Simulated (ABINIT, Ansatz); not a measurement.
# Lattice dynamics of Tm (P6_3/mmc) in two programs, part 2 of 4

Aim: the phonon dispersion of Tm (P6_3/mmc), checked by a second program.

ABINIT 10.8.3; DFT PBE, scalar-relativistic, plane waves, PseudoDojo norm-conserving, 4f in core pseudopotentials.

So far. Step 3 (Relaxing the cell and atoms): The volume changes by -0.1 % in this run and stands -0.1 % from the first cell. Step 4 (Self-consistent run for the response): The cell stands at -2.7 GPa: the relaxation ran with a smoothed and higher cutoff, and the difference is a stress of the finite basis. The relaxed cell has a = 3.543, c = 5.533 Å (conventional setting).

## 5. Zone-centre response

At q = 0 one unit cell holds all displacements. The response is solved for single atoms along the cell's directions, and symmetry skips those that follow from others. The crystal is treated as a metal, which screens a static field, so no field response is asked.

The input, dfpt_gamma.abi:

```

# common to the responses
getwfk_filepath "gso_WFK"
kptopt 2
nqpt 1
qpt 0.0 0.0 0.0
asr 0
chneut 0

# displacements
rfphon 1
rfatpol 1 2
rfdir 1 1 1
tolvrs 1.0d-10
prtwf 0
prtpot 1

# basis, mesh and filling
ecut 21.0
ngkpt 12 12 8
nshiftk 1
shiftk 0.0 0.0 0.0
istwfk *1
occopt 7
tsmear 0.01
nband 18
nstep 100
diemac 1000000.0
prtebands 0
prtgsr 0

# cell and atoms
acell 3*1.0 Angstrom
rprim 
    3.543276626 0.0 0.0
    -1.771638313 3.068567571 0.0
    0.0 0.0 5.532909683
ntypat 1
znucl 69
natom 2
typat 1 1
xred 
    1/3 2/3 0.25
    2/3 1/3 0.75
pp_dirpath "./pseudo"
pseudos "Tm.upf"
```

The run is started by

```bash
OMP_NUM_THREADS=1 mpirun -n 16 abinit dfpt_gamma.abi > dfpt_gamma.log
```

Numbers of over 12 decimals in the logs are rounded to 6 here.

dfpt_gamma.abo, the main output file:

```text
[banners, grids, parts of the stress and lines that vanish by symmetry left out]
- input  file    -> dfpt_gamma.abi
- output file    -> dfpt_gamma.abo
- root for input  files -> dfpt_gammai
- root for output files -> dfpt_gammao

 Symmetries : space group P6_3/m m c (#194); Bravais hP (primitive hexag.)
================================================================================
 Values of the parameters that define the memory need of the present run (RF).
     intxc =       0      iscf =       7    lmnmax =       7     lnmax =       7
     mgfft =      45  mpssoang =       4    mqgrid =    3001     natom =       2
  nloc_mem =       1    nspden =       1   nspinor =       1    nsppol =       1
      nsym =      24    n1xccc =    2501    ntypat =       1    occopt =       7
   xclevel =       2
-    mband =          18        mffmem =           1         mkmem =          37
-   mkqmem =          37        mk1mem =          37           mpw =        1884
      nfft =       40500          nkpt =         580
- my_mband =          18
================================================================================
================================================================================

--------------------------------------------------------------------------------
------------- Echo of variables that govern the present computation ------------
--------------------------------------------------------------------------------
-
- outvars: echo of selected default values
-   iomode0 =  0 , fftalg0 =312 , wfoptalg0 =  0
-
- outvars: echo of global parameters not present in the input file
-  max_nthreads =    1
-
 -outvars: echo values of preprocessed input variables
 [... echo left out ...]
================================================================================

 chkinp: Checking input parameters for consistency.

[...]
== DATASET  1 ==================================================================
-   mpi_nproc: 16, omp_nthreads: 1 (-1 if OMP is not activated)

--- !DatasetInfo
iteration_state: {dtset: 1, }
dimensions: {natom: 2, nkpt: 580, mband: 18, nsppol: 1, nspinor: 1, nspden: 1, mpw: 1884, }
cutoff_energies: {ecut:  21.0, pawecutdg:  -1.0, }
electrons: {nelect:   2.20000000E+01, charge:   0.00000000E+00, occopt:   7.00000000E+00, tsmear:   1.00000000E-02, }
meta: {optdriver: 1, rfphon: 1, }
...

 mkfilename: getwfk from: gso_WFK

 Real(R)+Recip(G) space primitive vectors, cartesian coordinates (Bohr,Bohr^-1):
 R(1)=  6.6958224  0.0000000  0.0000000  G(1)=  0.1493469  0.0862254  0.0000000
 R(2)= -3.3479112  5.7987523  0.0000000  G(2)=  0.0000000  0.1724509  0.0000000
 R(3)=  0.0000000  0.0000000 10.4556840  G(3)=  0.0000000  0.0000000  0.0956418
 Unit cell volume ucvol=  4.0596719E+02 bohr^3
 Angles (23,13,12)=  9.00000000E+01  9.00000000E+01  1.20000000E+02 degrees
 setup1 : take into account q-point for computing boxcut.

 getcut: wavevector=  0.0000  0.0000  0.0000  ngfft=  30  30  45
         ecut(hartree)=     21.000   => boxcut(ratio)=   2.03998

--- Pseudopotential description ------------------------------------------------
- pspini: atom type   1  psp file is ./pseudo/Tm.upf

   1.22416756E+03                                ecore*ucvol(ha*bohr**3)
--------------------------------------------------------------------------------

 ==>  initialize data related to q vector <==

 The list of irreducible perturbations for this q vector is:
    1)    idir= 1    ipert=   1
    2)    idir= 3    ipert=   1

[...]
The perturbation idir=   2  ipert=   1 is
 symmetric of a previously calculated perturbation.
 So, its SCF calculation is not needed.

 The perturbation idir=   1  ipert=   2 is
 symmetric of a previously calculated perturbation.
 So, its SCF calculation is not needed.

 The perturbation idir=   2  ipert=   2 is
 symmetric of a previously calculated perturbation.
 So, its SCF calculation is not needed.

 The perturbation idir=   3  ipert=   2 is
 symmetric of a previously calculated perturbation.
 So, its SCF calculation is not needed.

--------------------------------------------------------------------------------
 Perturbation wavevector (in red.coord.)   0.000000  0.000000  0.000000
 Perturbation : displacement of atom   1   along direction   1
 Found     2 symmetries that leave the perturbation invariant.

[...]
dfpt_looppert : total number of electrons, from k and k+q
  fully or partially occupied states are    2.200000E+01 and    2.200000E+01.
 Initialisation of the first-order wave-functions :
  ireadwf=   0

--- !BeginCycle
iteration_state: {dtset: 1, }
solver: {iscf: 7, nstep: 100, nline: 4, wfoptalg: 0, }
tolerances: {tolvrs: 1.00E-10, }
...

     iter   2DEtotal(Ha)        deltaE(Ha) residm    vres2
-ETOT  1   1.050609     -1.058E+03 1.231E+00 8.256E+01
 ETOT  2  0.682295     -3.683E-01 2.211E-01 7.980E+00
 ETOT  3  0.675696     -6.599E-03 9.981E-02 2.832E-01
 ETOT  4  0.675464     -2.320E-04 5.548E-02 2.039E-03
 ETOT  5  0.675464     -6.909E-07 3.084E-02 3.341E-04
[...]
At SCF step   10       vres2   =  8.96E-13 < tolvrs=  1.00E-10 =>converged.
[...]
Mean square residual over all n,k,spin=   32.274E-08; max=  18.587E-04

 Thirteen components of 2nd-order total energy (hartree) are
 1,2,3: 0th-order hamiltonian combined with 1st-order wavefunctions
     kin0=   7.30525413E+02 eigvalue=   1.57401305E+02  local=  -4.06120067E+02
 4,5,6: 1st-order hamiltonian combined with 1st and 0th-order wfs
 loc psp =  -1.49278453E+03  Hartree=   3.80447342E+02     xc=  -9.33274372E+01
 note that "loc psp" includes a xc core correction that could be resolved
 7,8,9: eventually, occupation + non-local contributions
    edocc=   1.58156983E+02     enl0=   1.31342147E+02   enl1=  -6.24066844E+02
 1-9 gives the relaxation energy (to be shifted if some occ is /=2.0)
   erelax=  -1.05842569E+03
 10,11,12 Non-relaxation  contributions : frozen-wavefunctions and Ewald
 fr.local=   7.06608572E+02 fr.nonlo=   3.11951841E+02  Ewald=   9.42314254E+00
 13,14 Frozen wf xc core corrections (1) and (2)
 frxc 1  =  -1.51989158E+02  frxc 2 =   1.83106752E+02
 Resulting in :
 2DEtotal=    0.6754634070E+00 Ha. Also 2DEtotal=    0.183802956621E+02 eV
    (2DErelax=   -1.0584256868E+03 Ha. 2DEnonrelax=    1.0591011502E+03 Ha)
    (  non-var. 2DEtotal :    6.7546358451E-01 Ha)

[...]
Perturbation wavevector (in red.coord.)   0.000000  0.000000  0.000000
 Perturbation : displacement of atom   1   along direction   3
 Found     6 symmetries that leave the perturbation invariant.

--------------------------------------------------------------------------------

--------------------------------------------------------------------------------

 dfpt_looppert : total number of electrons, from k and k+q
  fully or partially occupied states are    2.200000E+01 and    2.200000E+01.
 Initialisation of the first-order wave-functions :
  ireadwf=   0

--- !BeginCycle
iteration_state: {dtset: 1, }
solver: {iscf: 7, nstep: 100, nline: 4, wfoptalg: 0, }
tolerances: {tolvrs: 1.00E-10, }
...

     iter   2DEtotal(Ha)        deltaE(Ha) residm    vres2
-ETOT  1   18.121091153792     -2.876E+03 2.559E+00 4.783E+04
[...]
ETOT  9   4.692553     -8.031E-10 3.785E-04 8.937E-09
 ETOT 10   4.692553      8.185E-12 4.232E-04 8.616E-11

 At SCF step   10       vres2   =  8.62E-11 < tolvrs=  1.00E-10 =>converged.
[...]
Mean square residual over all n,k,spin=   20.332E-08; max=  42.315E-05

 Thirteen components of 2nd-order total energy (hartree) are
 1,2,3: 0th-order hamiltonian combined with 1st-order wavefunctions
     kin0=   1.80731120E+03 eigvalue=   3.83407886E+02  local=  -1.00698582E+03
 4,5,6: 1st-order hamiltonian combined with 1st and 0th-order wfs
 loc psp =  -4.27742853E+03  Hartree=   1.24781087E+03     xc=  -2.30086483E+02
 note that "loc psp" includes a xc core correction that could be resolved
 7,8,9: eventually, occupation + non-local contributions
    edocc=   3.69812848E+02     enl0=   3.17940496E+02   enl1=  -1.50099346E+03
 1-9 gives the relaxation energy (to be shifted if some occ is /=2.0)
   erelax=  -2.88921100E+03
 10,11,12 Non-relaxation  contributions : frozen-wavefunctions and Ewald
 fr.local=   1.70037810E+03 fr.nonlo=   7.54142893E+02  Ewald=   3.63503901E+02
 13,14 Frozen wf xc core corrections (1) and (2)
 frxc 1  =  -3.70781199E+02  frxc 2 =   4.46659852E+02
 Resulting in :
 2DEtotal=    0.4692552953E+01 Ha. Also 2DEtotal=    0.127690870878E+03 eV
    (2DErelax=   -2.8892109988E+03 Ha. 2DEnonrelax=    2.8939035518E+03 Ha)
    (  non-var. 2DEtotal :    4.6925568959E+00 Ha)

[...]
---- first-order wavefunction calculations are completed ----

 ==> Compute Derivative Database <==

 [... matrices left out ...]
  Phonon wavevector (reduced coordinates) :  0.00000  0.00000  0.00000
 Phonon energies in Hartree :
  -9.944421E-06 -9.944421E-06  1.583533E-05  3.129246E-04  3.129246E-04
   5.277559E-04
 Phonon frequencies in cm-1    :
- -2.182548E+00 -2.182548E+00  3.475453E+00  6.867901E+01  6.867901E+01
-  1.158290E+02

== END DATASET(S) ==============================================================
================================================================================

 -outvars: echo values of variables after computation
            acell      1.8897261259E+00  1.8897261259E+00  1.8897261259E+00 Bohr
           etotal      4.6925529528E+00
            fcart      0.0000000000E+00  0.0000000000E+00  0.0000000000E+00
           strten      0.0000000000E+00  0.0000000000E+00  0.0000000000E+00
================================================================================
```

Elapsed: 36 s, on 16 MPI ranks of Arm Neoverse V2, shared host; 9.7 min of CPU time.

Numbers from this step:

* largest acoustic frequency at the zone centre before the sum rule: 3.48 cm⁻¹
* highest optical zone-centre mode (no LO-TO term): 115.8 cm⁻¹
* lowest optical zone-centre mode: 68.68 cm⁻¹

The acoustic modes at Γ come out as far as 3.5 cm⁻¹ from zero, where they should vanish, a small numerical error.

## 6. Phonons on a q mesh

Linear response treats each wavevector of the 3×3×2 mesh in the unit cell; the first-order potentials are kept for the electron-phonon matrix elements.

The input, dfpt_q.abi:

```
ndtset 5

# wavevectors
qpt1 0.3333333333 0.0 0.0
qpt2 0.3333333333 0.3333333333 0.0
qpt3 0.0 0.0 0.5
qpt4 0.3333333333 0.0 0.5
qpt5 0.3333333333 0.3333333333 0.5

# displacements
getwfk_filepath "gso_WFK"
getwfq_filepath "gso_WFK"
kptopt 3
nqpt 1
rfphon 1
rfatpol 1 2
rfdir 1 1 1
tolvrs 1.0d-10
prtwf 0
prtpot 1

# basis, mesh and filling
ecut 21.0
ngkpt 12 12 8
nshiftk 1
shiftk 0.0 0.0 0.0
istwfk *1
occopt 7
tsmear 0.01
nband 18
nstep 100
diemac 1000000.0
prtebands 0
prtgsr 0

# cell and atoms
acell 3*1.0 Angstrom
rprim 
    3.543276626 0.0 0.0
    -1.771638313 3.068567571 0.0
    0.0 0.0 5.532909683
ntypat 1
znucl 69
natom 2
typat 1 1
xred 
    1/3 2/3 0.25
    2/3 1/3 0.75
pp_dirpath "./pseudo"
pseudos "Tm.upf"
```

The run is started by

```bash
OMP_NUM_THREADS=1 mpirun -n 16 abinit dfpt_q.abi > dfpt_q.log
```

dfpt_q.abo, the main output file:

```text
[banners, grids, parts of the stress and lines that vanish by symmetry left out]
- input  file    -> dfpt_q.abi
- output file    -> dfpt_q.abo
- root for input  files -> dfpt_qi
[...]
DATASET    1 : space group P6_3/m m c (#194); Bravais hP (primitive hexag.)
[...]
nfft =       40500          nkpt =        1152
[...]
DATASET    2 : space group P6_3/m m c (#194); Bravais hP (primitive hexag.)
[...]
nfft =       40500          nkpt =        1152
[...]
DATASET    3 : space group P6_3/m m c (#194); Bravais hP (primitive hexag.)
[...]
nfft =       40500          nkpt =        1152
[...]
DATASET    4 : space group P6_3/m m c (#194); Bravais hP (primitive hexag.)
[...]
nfft =       40500          nkpt =        1152
[...]
DATASET    5 : space group P6_3/m m c (#194); Bravais hP (primitive hexag.)
[...]
nfft =       40500          nkpt =        1152
[...]
== DATASET  1 ==================================================================
[...]
cutoff_energies: {ecut:  21.0, pawecutdg:  -1.0, }
[...]
Perturbation : displacement of atom   1   along direction   1
[...]
-ETOT  1   24.617487442196     -1.192E+03 1.486E+00 2.065E+05
 ETOT  2   39.047629172643      1.443E+01 2.969E+00 3.471E+05
 ETOT  3   2.270209     -3.678E+01 2.348E-01 7.617E+02
 ETOT  4   2.173464     -9.674E-02 1.202E-01 5.614E+00
 ETOT  5   2.171621     -1.843E-03 1.347E-02 3.011E-01
[...]
At SCF step   13       vres2   =  1.50E-11 < tolvrs=  1.00E-10 =>converged.
[...]
Perturbation : displacement of atom   1   along direction   2
[...]
-ETOT  1   1.971874     -1.076E+03 1.169E+00 7.028E+01
[...]
At SCF step   10       vres2   =  7.80E-11 < tolvrs=  1.00E-10 =>converged.
[...]
Perturbation : displacement of atom   1   along direction   3
[...]
-ETOT  1   9.227854     -2.750E+03 2.919E+00 8.134E+03
[...]
At SCF step   11       vres2   =  8.79E-11 < tolvrs=  1.00E-10 =>converged.
[...]
Phonon wavevector (reduced coordinates) :  0.33333  0.00000  0.00000
 Phonon energies in Hartree :
[...]
Phonon frequencies in cm-1    :
-  5.227493E+01  5.622348E+01  8.603630E+01  9.140714E+01  9.542308E+01
-  1.113403E+02
[...]
== DATASET  2 ==================================================================
[...]
cutoff_energies: {ecut:  21.0, pawecutdg:  -1.0, }
[...]
Perturbation : displacement of atom   1   along direction   1
[...]
-ETOT  1   6.598561     -1.176E+03 3.729E+00 1.305E+04
[...]
At SCF step   11       vres2   =  1.05E-11 < tolvrs=  1.00E-10 =>converged.
[...]
Perturbation : displacement of atom   1   along direction   3
[...]
-ETOT  1   6.873314     -2.696E+03 5.022E+00 1.101E+03
[...]
At SCF step    9       vres2   =  6.38E-11 < tolvrs=  1.00E-10 =>converged.
[...]
Phonon wavevector (reduced coordinates) :  0.33333  0.33333  0.00000
 Phonon energies in Hartree :
[...]
Phonon frequencies in cm-1    :
-  8.319773E+01  8.319773E+01  8.751633E+01  8.751633E+01  9.656133E+01
-  1.029238E+02
[...]
== DATASET  3 ==================================================================
[...]
cutoff_energies: {ecut:  21.0, pawecutdg:  -1.0, }
[...]
- 69.00000  11.00000  180302                  znucl, zion, pspdat
[...]
Perturbation : displacement of atom   1   along direction   1
[...]
-ETOT  1   5.003946     -1.172E+03 1.925E+00 6.553E+03
[...]
At SCF step   10       vres2   =  5.62E-11 < tolvrs=  1.00E-10 =>converged.
[...]
Perturbation : displacement of atom   1   along direction   3
[...]
-ETOT  1   11.079718682790     -2.715E+03 3.057E+00 1.493E+04
[...]
ETOT 10   4.541276      8.458E-11 3.948E+00 1.143E-10
 ETOT 11   4.541276     -9.550E-11 4.030E+00 4.645E-12
 At SCF step   11       vres2   =  4.64E-12 < tolvrs=  1.00E-10 =>converged.
[...]
Phonon wavevector (reduced coordinates) :  0.33333  0.33333  0.50000
 Phonon energies in Hartree :
[...]
Phonon frequencies in cm-1    :
-  5.471213E+01  5.471213E+01  9.712841E+01  9.712841E+01  1.013317E+02
-  1.013317E+02
[...]
strten3     0.0000000000E+00  0.0000000000E+00  0.0000000000E+00
           
================================================================================
```

Wall time 13 min (16 MPI ranks); 3.4 h of CPU time.

Read from the output:

| Quantity | Value |
| --- | --- |
| lowest mode on the q mesh (acoustic ones at the zone centre apart) | 49.29 cm⁻¹ |

Frequencies (cm⁻¹) before the sum rule at the irreducible wavevectors but Γ, which is solved apart; negative means imaginary. Frequencies by wavevector:

```tsv
q (fractions)	star	mode 1	mode 2	mode 3	mode 4	mode 5	mode 6
0.3333 0 0	6	52.27	56.22	86.04	91.41	95.42	111.3
0.3333 0.3333 0	2	83.2	83.2	87.52	87.52	96.56	102.9
0 0 0.5	1	49.29	49.29	49.29	49.29	82.38	82.38
0.3333 0 0.5	6	66.9	66.9	72.07	72.07	100.4	100.4
0.3333 0.3333 0.5	2	54.71	54.71	97.13	97.13	101.3	101.3
```

[end of part 2 of 4]

[Host names and launcher messages were left out of these logs when they were recorded.]

[Logs are printed without paths, hosts, clocks, repeated set-up lines and the standing remarks that a program may print on its own settings, such as how far it seeks lower states.]

[Hosts, paths, dates, database ids (printed as entryN), source tags and the programs' standing remarks are cut or masked in the printed files.]
